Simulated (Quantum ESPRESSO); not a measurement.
# C (Fd-3m): a volume series of phonon spectra, part 3 of 7

Aim: how the vibrations of C shift with volume, and the expansion that follows.

What experiment has found for this phase:
- volume expansion coefficient 3.5 1e-6/K and bulk modulus 442 GPa near room temperature (given in “High-Throughput Prediction of Finite-Temperature Properties using the Quasi-Harmonic Approximation”, 2016, arXiv:1603.06924)

Quantum ESPRESSO 7.5; DFT PBE, scalar-relativistic, plane waves, GBRV ultrasoft pseudopotentials.

So far. Step 2 (A first coarse run): The start is under 1.5 GPa at this level and looks like an insulator or semiconductor on this mesh. Step 3 (Finding the static equilibrium): After the last step pw.x solved the final cell once more on a basis chosen for it, which moves the energy without moving the atoms.

### Step 4. Self-consistent run

A tight ground state at this cell gives the energy of this member; its pressure is the stress at this cutoff, which can carry an offset from the finite basis.

Input file scf.in:

```
&CONTROL
  calculation = 'scf'
  prefix      = 'x'
  outdir      = './tmp'
  pseudo_dir  = './pseudo'
  tprnfor     = .true.
  tstress     = .true.
/
&SYSTEM
  ibrav       = 0
  nat         = 2
  ntyp        = 1
  ecutwfc     = 45.0
  ecutrho     = 270.0
  occupations = 'fixed'
  nbnd        = 6
/
&ELECTRONS
  conv_thr         = 1.0d-12
  mixing_beta      = 0.7
  electron_maxstep = 100
/
ATOMIC_SPECIES
 C      12.0110  C.upf
CELL_PARAMETERS angstrom
     0.000000000    1.785441907    1.785441907
     1.785441907    0.000000000    1.785441907
     1.785441907    1.785441907    0.000000000
ATOMIC_POSITIONS crystal
 C      0.000000000   0.000000000   0.000000000
 C      0.250000000   0.250000000   0.250000000
K_POINTS automatic
 12 12 12 0 0 0
```

The run is started by

```sh
OMP_NUM_THREADS=1 mpirun -n 4 pw.x -nk 4 -in scf.in > scf.out
```

The log of the run:

```text
[banner, memory and clock lines left out]
Program PWSCF v.7.5

     Message from routine setup:
     using ibrav=0 with symmetry is DISCOURAGED, use correct ibrav instead

     G-vector sticks info

     bravais-lattice index     =            0
     lattice parameter (alat)  =       4.7716  a.u.
     unit-cell volume          =      76.8181 (a.u.)^3
     number of atoms/cell      =            2
     number of atomic types    =            1
     number of electrons       =         8.00
     number of Kohn-Sham states=            6
     kinetic-energy cutoff     =      45.0000  Ry
     charge density cutoff     =     270.0000  Ry
     scf convergence threshold =      1.0E-12
     mixing beta               =       0.7000
     number of iterations used =            8  plain     mixing
     Exchange-correlation= SLA  PW   PBE  PBE
                           (   1   4   3   4   0   0   0)

     celldm(1)=   4.771551  celldm(2)=   0.000000  celldm(3)=   0.000000
     celldm(4)=   0.000000  celldm(5)=   0.000000  celldm(6)=   0.000000

     crystal axes: (cart. coord. in units of alat)
               a(1) = (   0.000000   0.707107   0.707107 )
               a(2) = (   0.707107   0.000000   0.707107 )
               a(3) = (   0.707107   0.707107   0.000000 )

     reciprocal axes: (cart. coord. in units 2 pi/alat)
               b(1) = ( -0.707107  0.707107  0.707107 )
               b(2) = (  0.707107 -0.707107  0.707107 )
               b(3) = (  0.707107  0.707107 -0.707107 )

     PseudoPot. # 1 for C  read from file:
     ./pseudo/C.upf
     Pseudo is Ultrasoft + core correction, Zval =  4.0
     Using radial grid of  721 points,  4 beta functions with:
                l(1) =   0
                l(2) =   0
                l(3) =   1
                l(4) =   1
     Q(r) pseudized with  8 coefficients,  rinner =    1.100   1.100   1.100

     atomic species   valence    mass     pseudopotential
     C                 4.00    12.01100     C ( 1.00)

     48 Sym. Ops., with inversion, found (24 have fractional translation)

   Cartesian axes

     site n.     atom                  positions (alat units)
         1        C      tau(   1) = (   0.0000000   0.0000000   0.0000000  )
         2        C      tau(   2) = (   0.3535534   0.3535534   0.3535534  )

     number of k points=    72
                       cart. coord. in units 2pi/alat
        k(    1) = (   0.0000000   0.0000000   0.0000000), wk =   0.0011574
        k(    2) = (   0.0589256   0.0589256  -0.0589256), wk =   0.0092593
        k(    3) = (   0.1178511   0.1178511  -0.1178511), wk =   0.0092593
        k(    4) = (   0.1767767   0.1767767  -0.1767767), wk =   0.0092593
        k(    5) = (   0.2357023   0.2357023  -0.2357023), wk =   0.0092593
        k(    6) = (   0.2946278   0.2946278  -0.2946278), wk =   0.0092593
        k(    7) = (  -0.3535534  -0.3535534   0.3535534), wk =   0.0046296
        k(    8) = (   0.1178511   0.0000000  -0.0000000), wk =   0.0069444
        k(    9) = (   0.1767767   0.0589256  -0.0589256), wk =   0.0277778
        k(   10) = (   0.2357023   0.1178511  -0.1178511), wk =   0.0277778
        k(   11) = (   0.2946278   0.1767767  -0.1767767), wk =   0.0277778
        k(   12) = (   0.3535534   0.2357023  -0.2357023), wk =   0.0277778
        k(   13) = (  -0.2946278  -0.4124790   0.4124790), wk =   0.0277778
        k(   14) = (  -0.2357023  -0.3535534   0.3535534), wk =   0.0277778
        k(   15) = (  -0.1767767  -0.2946278   0.2946278), wk =   0.0277778
        k(   16) = (  -0.1178511  -0.2357023   0.2357023), wk =   0.0277778
[...]
k(   65) = (  -0.2357023  -0.4714045   0.7071068), wk =   0.0277778
        k(   66) = (  -0.1767767  -0.4124790   0.6481812), wk =   0.0555556
        k(   67) = (  -0.1178511  -0.3535534   0.5892557), wk =   0.0277778
        k(   68) = (  -0.1178511  -0.4714045   0.7071068), wk =   0.0277778
        k(   69) = (  -0.0589256  -0.4124790   0.6481812), wk =   0.0555556
        k(   70) = (   0.0000000  -0.3535534   0.5892557), wk =   0.0277778
        k(   71) = (  -0.7071068   0.2357023   0.0000000), wk =   0.0138889
        k(   72) = (  -0.7071068   0.3535534   0.0000000), wk =   0.0069444

     Dense  grid:     5769 G-vectors     FFT dimensions: (  32,  32,  32)

     Smooth grid:     3119 G-vectors     FFT dimensions: (  24,  24,  24)

     Initial potential from superposition of free atoms

     starting charge       7.9999, renormalised to       8.0000
     Starting wfcs are    8 randomized atomic wfcs

     per-process dynamical memory:     9.2 Mb

     Self-consistent Calculation

     iteration #  1     ecut=    45.00 Ry     beta= 0.70
     Davidson diagonalization with overlap
     ethr =  1.00E-02,  avg # of iterations =  2.5

     total energy              =     -22.95451113 Ry
     estimated scf accuracy    <       0.11350585 Ry

     iteration #  2     ecut=    45.00 Ry     beta= 0.70
     Davidson diagonalization with overlap
     ethr =  1.42E-03,  avg # of iterations =  1.2

     total energy              =     -22.96121108 Ry
     estimated scf accuracy    <       0.00276162 Ry

     iteration #  3     ecut=    45.00 Ry     beta= 0.70
     Davidson diagonalization with overlap
     ethr =  3.45E-05,  avg # of iterations =  4.2

     total energy              =     -22.96162616 Ry
     estimated scf accuracy    <       0.00004310 Ry

     iteration #  4     ecut=    45.00 Ry     beta= 0.70
     Davidson diagonalization with overlap
     ethr =  5.39E-07,  avg # of iterations =  4.1

     total energy              =     -22.96163883 Ry
     estimated scf accuracy    <       0.00000045 Ry

     iteration #  5     ecut=    45.00 Ry     beta= 0.70
     Davidson diagonalization with overlap
     ethr =  5.64E-09,  avg # of iterations =  2.6

     total energy              =     -22.96163908 Ry
     estimated scf accuracy    <          9.2E-09 Ry

     iteration #  6     ecut=    45.00 Ry     beta= 0.70
     Davidson diagonalization with overlap
     ethr =  1.15E-10,  avg # of iterations =  2.8

     total energy              =     -22.96163909 Ry
     estimated scf accuracy    <          4.3E-10 Ry

     iteration #  7     ecut=    45.00 Ry     beta= 0.70
     Davidson diagonalization with overlap
     ethr =  5.36E-12,  avg # of iterations =  2.1

     total energy              =     -22.96163909 Ry
     estimated scf accuracy    <          2.7E-12 Ry

     iteration #  8     ecut=    45.00 Ry     beta= 0.70
     Davidson diagonalization with overlap
     ethr =  1.00E-13,  avg # of iterations =  2.6

     End of self-consistent calculation

          k = 0.0000 0.0000 0.0000 (   387 PWs)   bands (ev):

    -8.1233  13.2832  13.2832  13.2832  18.8657  18.8657

          k = 0.0589 0.0589-0.0589 (   384 PWs)   bands (ev):

    -7.9317  12.0623  12.9617  12.9617  19.2869  19.2870

          k = 0.1179 0.1179-0.1179 (   380 PWs)   bands (ev):

    -7.3591   9.5414  12.2636  12.2636  20.2026  20.2026

          k = 0.1768 0.1768-0.1768 (   386 PWs)   bands (ev):

    -6.4140   6.7159  11.5431  11.5431  21.0580  21.0582

          k = 0.2357 0.2357-0.2357 (   389 PWs)   bands (ev):

    -5.1177   3.9465  10.9711  10.9711  21.5473  21.5473

          k = 0.2946 0.2946-0.2946 (   389 PWs)   bands (ev):

    -3.5458   1.4491  10.6128  10.6128  21.7090  21.7091

          k =-0.3536-0.3536 0.3536 (   392 PWs)   bands (ev):

    -2.3697  -0.0415  10.4914  10.4914  21.7331  21.7332

          k = 0.1179 0.0000-0.0000 (   383 PWs)   bands (ev):

    -7.8678  12.3763  12.3763  12.6705  18.6719  19.9913

          k = 0.1768 0.0589-0.0589 (   379 PWs)   bands (ev):

    -7.4223  10.3999  11.5770  12.3418  18.9658  21.0604

          k = 0.2357 0.1179-0.1179 (   384 PWs)   bands (ev):

    -6.6014   7.7183  10.8587  11.6807  19.8160  21.9390

          k = 0.2946 0.1768-0.1768 (   387 PWs)   bands (ev):

    -5.4208   4.9561  10.3542  10.9356  20.5923  22.4372

          k = 0.3536 0.2357-0.2357 (   393 PWs)   bands (ev):

    -3.9275   2.3693  10.1129  10.2952  21.0516  22.5606

          k =-0.2946-0.4125 0.4125 (   391 PWs)   bands (ev):

    -2.4136   0.3434   9.8470  10.1448  21.3440  22.3639

          k =-0.2357-0.3536 0.3536 (   393 PWs)   bands (ev):

    -2.8596   0.8940   9.6371  10.4371  21.6258  22.0711

          k =-0.1768-0.2946 0.2946 (   392 PWs)   bands (ev):

    -4.4543   3.2037   9.6914  10.9585  21.6692  21.8610

          k =-0.1179-0.2357 0.2357 (   384 PWs)   bands (ev):

    -5.8529   5.8757  10.0195  11.6514  21.0302  21.8488

          k =-0.0589-0.1768 0.1768 (   383 PWs)   bands (ev):

[...]
k =-0.0000-0.1179 0.1179 (   381 PWs)   bands (ev):

[...]
k = 0.2357 0.0000-0.0000 (   383 PWs)   bands (ev):

[...]
k = 0.2946 0.0589-0.0589 (   386 PWs)   bands (ev):

[...]
k = 0.3536 0.1179-0.1179 (   390 PWs)   bands (ev):

[...]
k = 0.4125 0.1768-0.1768 (   389 PWs)   bands (ev):

[...]
k =-0.2357-0.4714 0.4714 (   393 PWs)   bands (ev):

[...]
k =-0.1768-0.4125 0.4125 (   393 PWs)   bands (ev):

[...]
k =-0.1179-0.3536 0.3536 (   394 PWs)   bands (ev):

[...]
k =-0.0589-0.2946 0.2946 (   394 PWs)   bands (ev):

[...]
k = 0.0000-0.2357 0.2357 (   385 PWs)   bands (ev):

[...]
k = 0.3536 0.0000 0.0000 (   375 PWs)   bands (ev):

[...]
k = 0.4125 0.0589-0.0589 (   394 PWs)   bands (ev):

[...]
k = 0.4714 0.1179-0.1179 (   392 PWs)   bands (ev):

[...]
k =-0.1768-0.5303 0.5303 (   395 PWs)   bands (ev):

[...]
k =-0.1179-0.4714 0.4714 (   393 PWs)   bands (ev):

[...]
k =-0.0589-0.4125 0.4125 (   395 PWs)   bands (ev):

[...]
k = 0.0000-0.3536 0.3536 (   399 PWs)   bands (ev):

[...]
k = 0.4714 0.0000-0.0000 (   387 PWs)   bands (ev):

[...]
k = 0.5303 0.0589-0.0589 (   393 PWs)   bands (ev):

[...]
k =-0.1179-0.5893 0.5893 (   392 PWs)   bands (ev):

[...]
k =-0.0589-0.5303 0.5303 (   392 PWs)   bands (ev):

[...]
k = 0.5893 0.0000-0.0000 (   392 PWs)   bands (ev):

[...]
k = 0.0000-0.5893 0.5893 (   389 PWs)   bands (ev):

[...]
k =-0.7071 0.0000 0.0000 (   388 PWs)   bands (ev):

[...]
k = 0.2357 0.1179 0.0000 (   381 PWs)   bands (ev):

[...]
k = 0.2946 0.1768-0.0589 (   384 PWs)   bands (ev):

[...]
k = 0.3536 0.2357-0.1179 (   390 PWs)   bands (ev):

[...]
k = 0.3536 0.1179 0.0000 (   387 PWs)   bands (ev):

[...]
k = 0.4125 0.1768-0.0589 (   395 PWs)   bands (ev):

[...]
k = 0.0000-0.2357 0.3536 (   396 PWs)   bands (ev):

[...]
k = 0.4714 0.1179-0.0000 (   399 PWs)   bands (ev):

[...]
k =-0.1179-0.5893 0.7071 (   396 PWs)   bands (ev):

[...]
k =-0.0589-0.5303 0.6482 (   393 PWs)   bands (ev):

[...]
k =-0.0000-0.4714 0.5893 (   390 PWs)   bands (ev):

[...]
k =-0.7071 0.1179-0.0000 (   398 PWs)   bands (ev):

[...]
k =-0.2357-0.4714 0.7071 (   397 PWs)   bands (ev):

[...]
k =-0.1768-0.4125 0.6482 (   394 PWs)   bands (ev):

[...]
k =-0.1179-0.3536 0.5893 (   394 PWs)   bands (ev):

[...]
k =-0.1179-0.4714 0.7071 (   395 PWs)   bands (ev):

    -1.1333   3.1076   5.4269   6.5211  21.0616  22.3684

          k =-0.0589-0.4125 0.6482 (   393 PWs)   bands (ev):

     0.2302   2.0117   4.6493   6.2282  21.8867  24.0853

          k = 0.0000-0.3536 0.5893 (   394 PWs)   bands (ev):

    -0.2662   2.4346   4.3636   6.7612  22.3489  24.1332

          k =-0.7071 0.2357 0.0000 (   390 PWs)   bands (ev):

     1.1013   1.1013   5.5038   5.5038  21.5031  21.5031

          k =-0.7071 0.3536 0.0000 (   396 PWs)   bands (ev):

     1.3468   1.3468   4.9938   4.9938  23.8980  23.8980

     highest occupied, lowest unoccupied level (ev):    13.2832   17.4451

!    total energy              =     -22.96163909 Ry
     estimated scf accuracy    <          6.5E-14 Ry

     The total energy is the sum of the following terms:
     one-electron contribution =       8.01277060 Ry
     hartree contribution      =       1.93665151 Ry
     xc contribution           =      -7.36605071 Ry
     ewald contribution        =     -25.54501049 Ry

     convergence has been achieved in   8 iterations

     Forces acting on atoms (cartesian axes, Ry/au):

     atom    1 type  1   force =     0.00000000    0.00000000   -0.00000000
     atom    2 type  1   force =    -0.00000000   -0.00000000    0.00000000

     Total force =     0.000000     Total SCF correction =     0.000000

     Computing stress (Cartesian axis) and pressure

          total   stress  (Ry/bohr**3)                   (kbar)     P=        0.08
   0.00000051  -0.00000000   0.00000000            0.08       -0.00        0.00
  -0.00000000   0.00000051  -0.00000000           -0.00        0.08       -0.00
   0.00000000  -0.00000000   0.00000051            0.00       -0.00        0.08

     XML data file, charge density, pseudopotentials, collected wavefunctions
```

Run time: 1.5 s. Hardware: 4 MPI ranks of Arm Neoverse V2, shared host; 5.4 s of CPU time.

Numbers from this step:

| Item | Value |
| --- | --- |
| pressure | 0.008 GPa |

On a basis chosen for the relaxed cell the pressure is 0.008 GPa, small enough for phonons.

(Part 3 of 7 ends here.)

[Logs are printed without paths, hosts, clocks, repeated set-up lines and the standing remarks that a program may print on its own settings, such as how far it seeks lower states.]

[Hosts, paths, dates, database ids (printed as entryN), source tags and the programs' standing remarks are cut or masked in the printed files.]

[A step with changed settings may run another functional than the one named; its input shows which.]

[Of the runs on displaced cells, only some may be shown.]
